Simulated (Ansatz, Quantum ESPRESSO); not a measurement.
# 1T-PtSe2, 2 layers, AA stacking: the dipole at a withheld member of a series

**Set-up.** Quantum ESPRESSO 7.5, PBE, PseudoDojo fully relativistic norm-conserving. Cell and atoms are relaxed without a field with a D3(BJ) correction and then held. Sawtooth field with dipole correction, 17 Å of vacuum in the starting cell, Fermi-Dirac smearing of 0.002 Ry; bands along a path at each field. Spin-orbit coupling with fully relativistic files. The series steps the field along the normal.

| field along the normal | dipole (e Å) |
| --- | --- |
| 0 V/Å | 0.000 |
| 0.1 V/Å | 0.065 |
| 0.2 V/Å | 0.129 |
| 0.3 V/Å | 0.194 |

**Question.** What is the dipole at 0.4 V/Å?

**Fit.** The rows at 0.2 V/Å and 0.3 V/Å give a slope of (0.194 − (0.129))/(0.3 − (0.2)) = 0.65, so a straight line gives 0.259 e Å. A parabola through these and the row at 0.1 V/Å gives 0.260 e Å.

**Check.** 0.259 e Å. The line misses by 0.000 and the parabola by +0.001 e Å. Both misses are under 5 % of the step from the nearer row.

Caveats: Ions are held; semilocal gaps are too small; in strong fields empty levels can belong to the vacuum; one stacking. Members without a usable value, or on the other side of zero field or charge, are not listed.
